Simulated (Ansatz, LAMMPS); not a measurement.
# Forces and charges in glassy 32SiO2-46B2O3-11MgO-11CaO (mol %) (137 atoms)

Aim: energy, forces, charges and density of states of glassy 32SiO2-46B2O3-11MgO-11CaO (mol %) (137 atoms) at a fixed geometry.

Program: Ansatz 0.2.0. Level of theory: Kohn-Sham DFT, PBE, PAW (set soft_2), plane waves. Results are calculated unless marked as measured.

### 1. The structure

The cell holds 137 atoms: 12 Si, 34 B, 4 Mg, 4 Ca and 83 O. Cell: a = 11.466 Å, b = 11.466 Å, c = 11.466 Å, α = 90.0°, β = 90.0°, γ = 90.0°. 137 atoms (12 Si, 34 B, 4 Mg, 4 Ca, 83 O) placed at random at 2.18 g/cm³, melted at 3000 K for 20 ps at fixed volume with the Buckingham and Coulomb pair potential of Guillot and Sator (Geochim. Cosmochim. Acta 71, 1249 (2007)) with the boron terms of Wang et al. (J. Non-Cryst. Solids 498, 294 (2018)). Quenched from 3000 K to 300 K at 100 K/ps and fixed volume, held 10 ps at zero pressure.

Before any run, some limits are plain. The quench rate of 100 K/ps far exceeds what a furnace or splat quench reaches, so expect more defects and frozen-in strain than in a real sample. The network of bonds at the start is that of the classical potential that made the cell, and needn't be the one that DFT or experiment would give. The Brillouin zone is sampled at Γ only, in a cell whose shortest periodic width is 11 Å.

### 2. The classical run that made the cell

A classical potential makes the cell, at a small fraction of what the same run would cost in DFT.

This step: classical MD, Buckingham and Coulomb pair potential of Guillot and Sator (Geochim. Cosmochim. Acta 71, 1249 (2007)) with the boron terms of Wang et al. (J. Non-Cryst. Solids 498, 294 (2018)) (LAMMPS 22 Jul 2025 - Update 4).

Input file in.lmp:

```
# melt-quench of Si12B34Mg4Ca4O83
units metal
atom_style charge
boundary p p p
region box block 0 12.0359 0 12.0359 0 12.0359
create_box 5 box
mass 1 28.0850   # Si
mass 2 10.8100   # B
mass 3 24.3050   # Mg
mass 4 40.0780   # Ca
mass 5 15.9990   # O
create_atoms 1 random 12 37743 NULL overlap 1.5 maxtry 2000
create_atoms 2 random 34 37750 NULL overlap 1.5 maxtry 2000
create_atoms 3 random 4 37757 NULL overlap 1.5 maxtry 2000
create_atoms 4 random 4 37764 NULL overlap 1.5 maxtry 2000
create_atoms 5 random 83 37771 NULL overlap 1.5 maxtry 2000
pair_style buck/coul/long 9.0
pair_coeff * * 0.0 1.0 0.0
pair_coeff 1 5 50306.10 0.161 46.2978   # Si-O
pair_coeff 2 5 206941.81 0.124 35.0018   # B-O
pair_coeff 3 5 32652.64 0.178 27.281   # Mg-O
pair_coeff 4 5 155667.70 0.178 42.2597   # Ca-O
pair_coeff 5 5 9022.79 0.265 85.0921   # O-O
pair_coeff 2 2 484.40 0.35 0.0   # B-B
pair_coeff 1 2 337.70 0.29 0.0   # Si-B
set type 1 charge 1.89
set type 2 charge 1.4175
set type 3 charge 0.945
set type 4 charge 0.945
set type 5 charge -0.945
kspace_style pppm 1.0e-4
neigh_modify delay 0 every 1 check yes
thermo_style custom step time temp pe press density
thermo_modify norm yes
# [... 17 lines left out ...]
fix md all nvt temp 3000 300 0.1
run 27000 post no
unfix md
thermo 3333
fix md all npt temp 300 300 0.1 iso 0 0 1
run 10000 post no
unfix md
write_dump all custom glass.dump id type xs ys zs modify sort id
```

Run with:

```bash
lmp -in in.lmp -log none -nocite
```

Numbers of over 12 decimals in the logs are rounded to 6 here.

The program printed:

```text
LAMMPS (22 Jul 2025 - Update 4)
Created orthogonal box = (0 0 0) to (12.0359 12.0359 12.0359)
Created 12 atoms
Created 34 atoms
Created 4 atoms
Created 4 atoms
Created 83 atoms
PPPM initialization ...
  G vector (1/distance) = 0.3261271
  grid = 10 10 10
  estimated relative force accuracy = 6.6918602e-05
   Step          Time           Temp          PotEng         Press         Density
         0   0              0              1.4664012      1348540.1      2.1809742
       100   0.1            0             -10.884354     -34494.843      2.1809742
       122   0.122          0             -10.949942     -39896.776      2.1809742
Loop time of 0.175428 s on 1 MPI rank(s) for 122 steps with 137 atoms
Minimization stats:
  Stopping criterion = energy tolerance
  Energy initial, next-to-last, final =
       1.4664012126203  -10.9490613880694  -10.9499419853392
  Force two-norm initial, final = 587.96576 4.6560249
  Iterations, force evaluations = 122 200
   Step          Time           Temp          PotEng         Press         Density
         0   0              3000          -10.949942     -7588.9165      2.1809742
       500   0.5            2772.6258     -10.665131     -7966.5712      2.1809742
      1000   1              2939.7643     -10.719377      15650.131      2.1809742
Loop time of 0.646757 s on 1 MPI rank(s) for 1000 steps with 137 atoms
   Step          Time           Temp          PotEng         Press         Density
      1000   1              2939.7643     -10.719377      15650.131      2.1809742
      3333   3.333          3266.5443     -10.742684      7977.2096      2.1809742
      6666   6.666          2811.5124     -10.705715      9291.4319      2.1809742
      9999   9.999          3192.3102     -10.701864     -1387.5135      2.1809742
     13332   13.332         2867.8634     -10.676003      10725.863      2.1809742
     16665   16.665         2943.5773     -10.702876     -30681.913      2.1809742
[... 2 lines left out ...]
Loop time of 12.769 s on 1 MPI rank(s) for 20000 steps with 137 atoms
   Step          Time           Temp          PotEng         Press         Density
[... 12 lines left out ...]
Loop time of 16.9586 s on 1 MPI rank(s) for 27000 steps with 137 atoms
   Step          Time           Temp          PotEng         Press         Density
[... 1 line left out ...]
     49995   49.995         309.87103     -11.208522      4030.0567      2.4987556
     53328   53.328         265.15144     -11.206371     -9737.5282      2.5378568
     56661   56.661         350.52197     -11.206424      10079.359      2.5468321
     58000   58             323.80786     -11.205663      681.35108      2.5225859
Loop time of 7.96736 s on 1 MPI rank(s) for 10000 steps with 137 atoms
```

Run time: 39 s. Hardware: 1 thread of Arm Neoverse V1, shared host; peak memory 0.078 GiB.

### 3. Plane-wave single point

One self-consistent run at the given positions yields energy and forces.

Input file input.yaml:

```yaml
crystal:
  lattice:
    - [11.46604, 0.0, 0.0]
    - [0.0, 11.46604, 0.0]
    - [0.0, 0.0, 11.46604]
  atoms:
    - { symbol: Si, position: [0.36219, 0.6585, 0.88281] }
    - { symbol: Si, position: [0.55022, 0.96355, 0.76748] }
    - { symbol: Si, position: [0.54947, 0.24602, 0.53006] }
    - { symbol: Si, position: [0.42214, 0.49794, 0.13143] }
    - { symbol: Si, position: [0.78023, 0.92108, 0.37226] }
    - { symbol: Si, position: [0.5608, 0.66534, 0.26765] }
    - { symbol: Si, position: [0.96985, 0.38292, 0.91069] }
    - { symbol: Si, position: [0.76469, 0.20163, 0.65652] }
    - { symbol: Si, position: [0.82137, 0.64686, 0.29797] }
    - { symbol: Si, position: [0.2041, 0.01206, 0.75542] }
    - { symbol: Si, position: [0.4402, 0.89531, 0.53333] }
    - { symbol: Si, position: [0.47961, 0.63138, 0.52834] }
    - { symbol: B, position: [0.75637, 0.98306, 0.62068] }
    - { symbol: B, position: [0.6634, 0.1827, 0.89425] }
    - { symbol: B, position: [0.82403, 0.04927, 0.02797] }
    - { symbol: B, position: [0.19742, 0.58504, 0.18472] }
    - { symbol: B, position: [0.49526, 0.40383, 0.71425] }
    - { symbol: B, position: [0.54463, 0.38942, 0.93891] }
    - { symbol: B, position: [0.09315, 0.91848, 0.23082] }
    - { symbol: B, position: [0.30994, 0.13524, 0.56045] }
    - { symbol: B, position: [0.59488, 0.73956, 0.88474] }
    - { symbol: B, position: [0.2052, 0.04815, 0.10639] }
    - { symbol: B, position: [0.7792, 0.83312, 0.97222] }
    - { symbol: B, position: [0.26476, 0.39334, 0.66259] }
    - { symbol: B, position: [0.03313, 0.90794, 0.62903] }
    - { symbol: B, position: [0.13205, 0.63121, 0.40468] }
    - { symbol: B, position: [0.77273, 0.39285, 0.07188] }
    - { symbol: B, position: [0.20766, 0.84296, 0.4191] }
    - { symbol: B, position: [0.23612, 0.33787, 0.42998] }
    - { symbol: B, position: [0.65602, 0.58758, 0.7024] }
    - { symbol: B, position: [0.92671, 0.54494, 0.49012] }
    - { symbol: B, position: [0.23914, 0.8708, 0.9435] }
    [... 99 atom lines left out ...]
    - { symbol: O, position: [0.95543, 0.26363, 0.25584] }
    - { symbol: O, position: [0.5429, 0.84949, 0.85633] }
    - { symbol: O, position: [0.29484, 0.08724, 0.18876] }
    - { symbol: O, position: [0.54286, 0.80895, 0.28441] }
    - { symbol: O, position: [0.68413, 0.75516, 0.98022] }
    - { symbol: O, position: [0.28272, 0.54403, 0.89064] }
kpoints:
  mp_grid: { grid: [1, 1, 1] }
hamiltonian:
  xc: pbe
scf:
  occupations: { method: fixed }
output:
  forces: true
  stress: true
  populations: true
  dos:
    method: { smearing: { sigma: 0.1 } }
    de: 0.1
    projected: { site_lists: { B: [B], Ca: [Ca], Mg: [Mg], O: [O], Si: [Si] } }
  eigenvalues: true
  write_density: true
  write_potential: true
  volumetric_format: npy
```

Run with:

```bash
ansatz run input.yaml --threads 8 --pin off --max-ram 15872MiB --backend cpu --events-out ev --progress --plain --runs-dir out
```

The program printed:

```text
Engine: ansatz 0.2.0, aarch64-unknown-linux-gnu
Pseudopotentials: kind: paw
Pseudopotential: Si, paw, valence charge 4, recommended cutoff 420 eV (normal), Si.paw.azcp
Pseudopotential: B, paw, valence charge 3, recommended cutoff 420 eV (normal), B.paw.azcp
Pseudopotential: Mg, paw, valence charge 10, recommended cutoff 420 eV (normal), Mg.paw.azcp
Pseudopotential: Ca, paw, valence charge 10, recommended cutoff 420 eV (normal), Ca.paw.azcp
Pseudopotential: O, paw, valence charge 6, recommended cutoff 420 eV (normal), O.paw.azcp
[... 5 lines on functional and potentials left out ...]
Crystal: 137 atoms, lattice volume = 1507.441 Å³
Basis set: ecut = 420 eV, 29423 PW (Γ), exchange–correlation on 160×160×160 points (8 copies of the dense FFT grid, shifted against one another)
Bands: 501, of which v1, the nominal top of the filled ones, is band 364 counted from 1 (363 counted from 0)
Symmetry: 1 space group operations
Space group: P1 (ITA 1), of the structure as read, at distance tolerance 1.1e-4 Å
k-points: 1
[... 11 lines on functional and potentials left out ...]
Initial density: superposition of atomic densities (neutral atoms: chi_scale 0, normalization atom), corrected by the library's trained network
Initial wavefunctions: pseudopotential atomic-orbital guess
Functional: x = pbe(κ = 0.804, μ = 0.219515), c = pbe(β = 0.066725)
SCF iter   1: F=—  HF=-75112.406309 eV  |F-HF|=—  |Δ(HF+E_count)|=         —  Δρ=3.80e-3  dr2=3.21e-1  ethr=1.77e-3  ⟨swp⟩=7.0  Hψ=1822  notcnv=0  defer=135
preconditioner: auto → Resta (q_TF=auto, 2.417 Å⁻¹)  ε∞=3.3  [insulator: Δε(μ)=3.614 eV  Ē_g=16.681 eV  n_scr=364 (ndim 8)  ℏωp=25.1 eV  f_vac=0.127  ε∞_Penn≈3.3]
SCF iter   2: F=—  HF=-75112.370815 eV  |F-HF|=—  |Δ(HF+E_count)|=   3.55e-2  Δρ=1.97e-3  dr2=7.06e-2  ethr=4.41e-5  ⟨swp⟩=2.0  Hψ=830  notcnv=0  defer=135
SCF iter   3: F=—  HF=-75112.364041 eV  |F-HF|=—  |Δ(HF+E_count)|=   6.77e-3  Δρ=8.32e-4  dr2=1.79e-2  ethr=9.70e-6  ⟨swp⟩=3.0  Hψ=627  notcnv=0  defer=135
SCF iter   4: F=—  HF=-75112.361074 eV  |F-HF|=—  |Δ(HF+E_count)|=   2.97e-3  Δρ=2.90e-4  dr2=1.46e-3  ethr=2.45e-6  ⟨swp⟩=3.0  Hψ=627  notcnv=0  defer=135
SCF iter   5: F=—  HF=-75112.361120 eV  |F-HF|=—  |Δ(HF+E_count)|=   4.68e-5  Δρ=1.81e-4  dr2=4.08e-4  ethr=2.00e-7  ⟨swp⟩=2.0  Hψ=712  notcnv=0  defer=135
SCF iter   6: F=—  HF=-75112.361083 eV  |F-HF|=—  |Δ(HF+E_count)|=   3.72e-5  Δρ=4.94e-5  dr2=3.33e-5  ethr=5.61e-8  ⟨swp⟩=2.0  Hψ=631  notcnv=0  defer=135
SCF iter   7: F=—  HF=-75112.361511 eV  |F-HF|=—  |Δ(HF+E_count)|=   4.27e-4  Δρ=1.91e-5  dr2=5.35e-6  ethr=4.57e-9  ⟨swp⟩=2.0  Hψ=863  notcnv=0  defer=135
SCF iter   8: F=—  HF=-75112.361515 eV  |F-HF|=—  |Δ(HF+E_count)|=   4.72e-6  Δρ=1.21e-5  dr2=1.83e-6  ethr=7.34e-10  ⟨swp⟩=2.0  Hψ=625  notcnv=0  defer=135
SCF iter   9: F=—  HF=-75112.361515 eV  |F-HF|=—  |Δ(HF+E_count)|=   1.15e-8  Δρ=2.74e-6  dr2=1.18e-7  ethr=2.51e-10  ⟨swp⟩=2.0  Hψ=628  notcnv=0  defer=135
SCF iter  10: F=-75112.361516 eV  HF=-75112.361516 eV  |F-HF|=1.71e-8  |Δ(HF+E_count)|=   1.37e-7  Δρ=1.82e-6  dr2=3.98e-8  ethr=1.37e-11  ⟨swp⟩=23.0  Hψ=5464  notcnv=0
SCF 1 converged in 10 iterations: F = -75112.361516 eV  dr2 = 3.98e-8
  greatest PAW one-centre occupation: 1.000 electrons in one spin orbital (limit 2), on the Mg atom at site 46 (counted from 0), in its partial waves of l = 0
SCF converged after 10 iterations
Free energy (F): -75112.361516 eV
Harris-Foulkes:  -75112.361516 eV  (|F-HF|=1.71e-8)
Internal energy: -75112.361516 eV  (E = F + TS)
E sigma→0 (E₀):  -75112.361516 eV
Fermi energy:    4.926284 eV
--- Per-component energies (eV) ---
  E_band       = -4696.768279
  E_kinetic    = 18296.037745
  E_local      = -55273.035990  (includes V_loc(G=0)·N_el)
  E_nonlocal   = 5297.642629
  E_hartree    = 20503.310272
  E_xc         = -8526.805205
  E_vxc        = -10485.643596  (∫ρ·V_xc dr)
  E_paw        = -26621.313962  (= ΣΔE_a)
  E_vpaw       = -3538.604872  (= ΣTr[D̂ρ^β])
  E_aug_tail   = 0.212486  (compensation charges beyond the density's cutoff)
  E_ewald      = -28788.409491
  E_smearing   = -0.000000  (= −TS)
  E_closure    = 0.000000  (closes the sum)
  Σ components = -75112.361516   (vs F -75112.361516, Δ=0.00e0)
--- Forces (eV/Å), atoms counted from 1 ---
  atom   1  Si     0.42051482     1.17731074    -3.40438104
  atom   2  Si    -0.70770513    -2.20095172    -0.69694674
  atom   3  Si    -2.79897262     1.22618942     0.70184950
  atom   4  Si     1.89895202    -1.10755372     0.78471212
  atom   5  Si     2.84184827    -0.35244537     1.59196180
  atom   6  Si     0.16020934     1.40245497     1.99532460
  atom   7  Si    -0.90893706    -1.81696033    -0.13028344
  atom   8  Si    -0.58061378    -1.11771903     0.82145199
  atom   9  Si     1.85105048     2.90400236     1.50690517
  atom  10  Si    -0.02504001    -1.84384518    -0.24142397
  atom  11  Si     1.51975281    -1.63523109    -1.82800712
  atom  12  Si    -0.21107420     1.87110736    -0.75621497
  atom  13  B      0.06457327     1.32037278    -1.67631596
  atom  14  B      1.13751474     2.13231012    -0.24617622
[...]
atom 136  O     -0.01726762     0.56663283     0.26191854
  atom 137  O     -1.60948366    -1.37143532     1.12953586
  max |Σ_I F_I| component: 4.59e-5 eV/Å
--- Stress (GPa, compression-positive) ---
       -1.973564      -0.057695       0.280544
       -0.057695      -2.691999      -0.595978
        0.280550      -0.595970      -2.623824
  P = ⅓ Tr σ = -2.4298 GPa (-24.298 kbar)
--- Band table (eV) ---
  k-point 0: bands = ["-69.6387", "-69.4442", "-69.4414", "-69.0453", [... 485 levels ...], "14.8433", "14.8680", "14.9193", "14.9640", "14.9790", "15.0244", "15.0809", "15.1236", "15.1675", "15.1924", "15.2232", "15.2684"]
--- Löwdin populations: 137 sites ---
  site symbol       q [e]
     0     Si      2.3037
     1     Si      2.1981
     2     Si      2.2510
[...]
136      O      6.6320
  spilling = 0.010286 (of n_electrons = 728.000000)
```

Run time: 22 s. Hardware: 8 threads of Arm Neoverse V1, shared host; peak memory 2.3 GiB.

The column dr2 measures how far the density is from self-consistency, as an energy; F and HF (Harris–Foulkes) agree once it is small.

The run gave:

- free energy: -75112.3615 eV
- free energy per atom: -548.2654 eV/atom
- SCF cycles: 10
- pressure: -2.43 GPa
- r.m.s. force component: 1.112 eV/Å
- longest force: 4.01 eV/Å
- Fermi energy: 4.926 eV
- gap (highest filled to lowest empty level): 3.229 eV
- spilling of the projection: 0.01029

Neighbours are counted within 1.82 Å (O-B), 2.08 Å (O-Si), 2.98 Å (O-Ca), 2.58 Å (O-Mg).

Length of the force by element and coordination:

```tsv
element	coordination	atoms	mean length of the force (eV/Å)	spread	least	most
B	all	34	2.26	0.980	0.623	4.01
B	3	24	2.06	0.875	0.623	4.01
B	4	10	2.75	1.04	0.871	3.89
Ca	all	4	0.968	0.227	0.754	1.35
Ca	7	2	0.884	0.0243	0.860	0.909
Ca	8	2	1.05	0.297	0.754	1.35
Mg	all	4	1.44	0.669	0.668	2.36
Mg	5	1	2.36	0	2.36	2.36
Mg	6	3	1.14	0.474	0.668	1.79
O	all	83	1.41	0.657	0.412	3.59
O	2	45	1.29	0.723	0.412	3.59
O	3	30	1.58	0.559	0.525	2.50
O	4	7	1.30	0.425	0.625	1.93
O	5	1	1.82	0	1.82	1.82
Si	all	12	2.61	0.692	1.50	3.76
```

Löwdin charges by element and coordination (they lack the spilled electrons, 0.055 e an atom on average):

```tsv
element	coordination	atoms	mean charge (e)	spread	least	most
B	all	34	0.608	0.058	0.421	0.684
B	3	24	0.636	0.0349	0.570	0.684
B	4	10	0.54	0.044	0.421	0.595
Ca	all	4	1.82	0.0177	1.80	1.84
Ca	7	2	1.84	9.0e-4	1.84	1.84
Ca	8	2	1.81	0.004	1.80	1.81
Mg	all	4	1.66	0.0193	1.63	1.68
Mg	5	1	1.63	0	1.63	1.63
Mg	6	3	1.67	0.011	1.66	1.68
O	all	83	-0.581	0.132	-0.946	-0.369
O	2	45	-0.574	0.134	-0.798	-0.369
O	3	30	-0.564	0.123	-0.946	-0.425
O	4	7	-0.689	0.120	-0.851	-0.513
O	5	1	-0.607	0	-0.607	-0.607
Si	all	12	1.75	0.034	1.70	1.80
```

States in the cell by windows of 1 eV, zero at the Fermi level; the larger projections on atomic orbitals stand beside the total:

```tsv
from (eV)	to (eV)	total	O p	B p
-10	-9	29.1	20.0	3.8
-9	-8	38.3	26.6	7.4
-8	-7	39.7	28.4	6.5
-7	-6	32.9	24.1	5.5
-6	-5	44.9	35.8	5.1
-5	-4	65.2	56.1	4.0
-4	-3	76.5	69.6	2.5
-3	-2	83.6	79.1	1.3
-2	-1	41.3	39.6	0.5
-1	0	12.0	11.5	0.2
0	1	1.2	1.2	0.0
1	3	0.0	0.0	0.0
3	4	12.1	1.2	3.7
4	5	35.3	3.4	10.4
```

With fixed occupations the program's Fermi level is the highest filled level; weight inside the gap is the broadening of levels at its edges.

Between -26 and -10 eV lie 223 more states.

About 41 of the 728 electrons lie in deeper levels, below the stored range.

The levels nearest the highest filled one (over half full), pooled over k-points and spins:

```tsv
level less the highest filled one (eV)	occupation
-0.751	2
-0.625	2
-0.576	2
-0.375	2
-0.171	2
0	2
3.23	0
3.30	0
3.62	0
3.67	0
3.82	0
3.94	0
```

Valence density in the bc plane at fractional x = 0.452, with atoms of Si and B and Ca and O within 0.2 Å of it. It is the smooth field of the valence electrons, not physical close to the nuclei.

Ten steps, logarithmic in the rise over the least value, from '0' (0.0 e/Å³) to '9' (6.5 e/Å³), each cell a mean:
```
13466431001467742113454322332100
13444432101233321124676421111100
24555432100122221124665421222111
24444321000123331112443211232211
23332100000133431001222111122111
21110000001244421000122210011233
42100000002456531000122210013566
63100110012456531111111110024799
73112343212334321122211222225899
42125776421111111233333455434676
21136897521000001233334677642343
21124676421000000123234566542333
42112333222100000134433333333565
63100111233210000245542111123577
53100001344321001256642100013567
32100122344432100235432111112344
32112466554554421122221122321223
65434799754678752123332122321246
87645799743589863346764211211358
77655666422467653468985311111257
44555432111234432468985323554234
24687531001245543345543237897421
24899741002479864222211147998521
14788631002589963211222136786310
```
Columns run along b (11.5 Å), rows up along c (11.5 Å). Atoms in or near the plane, at fractional coordinates: Si at (0.90, 0.53), B at (0.12, 0.92), B at (0.32, 0.31), Ca at (0.84, 0.06), O at (0.63, 0.16), O at (0.42, 0.02), O at (0.11, 0.05), O at (0.96, 0.66), O at (0.21, 0.24).

Electrostatic potential energy in the bc plane at fractional x = 0.452, with atoms of Si and B and Ca and O within 0.2 Å of it. With pseudopotentials it is smooth inside the atoms' cores, unlike the true potential.

Ten even steps from '0' (-46 eV) to '9' (11 eV), each cell a mean:
```
98743689999975699999888988778899
98400279999999999998657899999999
98632589999999999998767899999999
98888899999999999999888999999999
89999999999999999999999999999988
89999999999877899999999999999888
89999999999743689999999999999877
69999999999865789999999999999411
69999999999998999999999999998401
89999557999999999986568988864446
89997324899999999851016765620027
89999667889999999851015877620027
99999999999999999875457999864467
79999999999999999998889999988754
89999999988899999997799999999866
99999999731379999999999999999988
89999977610168999999999999999988
67888511453543599999888999999987
24656401588831378887678999999983
45301667999975533562027998888986
88524799999998400253148987657899
99634799999997521378889873002689
98400599999952267789999862001589
99622699999830169999999875224789
```
Columns run along b (11.5 Å; values clipped at the 3rd and 97th percentile), rows up along c (11.5 Å). Atoms in or near the plane, at fractional coordinates: Si at (0.90, 0.53), B at (0.12, 0.92), B at (0.32, 0.31), Ca at (0.84, 0.06), O at (0.63, 0.16), O at (0.42, 0.02), O at (0.11, 0.05), O at (0.96, 0.66), O at (0.21, 0.24).

Mean Löwdin charges: B +0.61, Ca +1.82, Mg +1.66, O -0.58, Si +1.75 e (they miss 1.0 % of the electrons, so they add up to more than the cell's charge). The largest share in the top eV of filled states is O p (97 % of the projected weight), and in the lowest eV of empty states B p (50 % of the projected weight).

(Part 1 of 2 ends here.)

[Logs are printed without paths, hosts, clocks, repeated set-up lines and the standing remarks that a program may print on its own settings, such as how far it seeks lower states.]

[Hosts, paths, dates, database ids (printed as entryN), source tags and the programs' standing remarks are cut or masked in the printed files.]
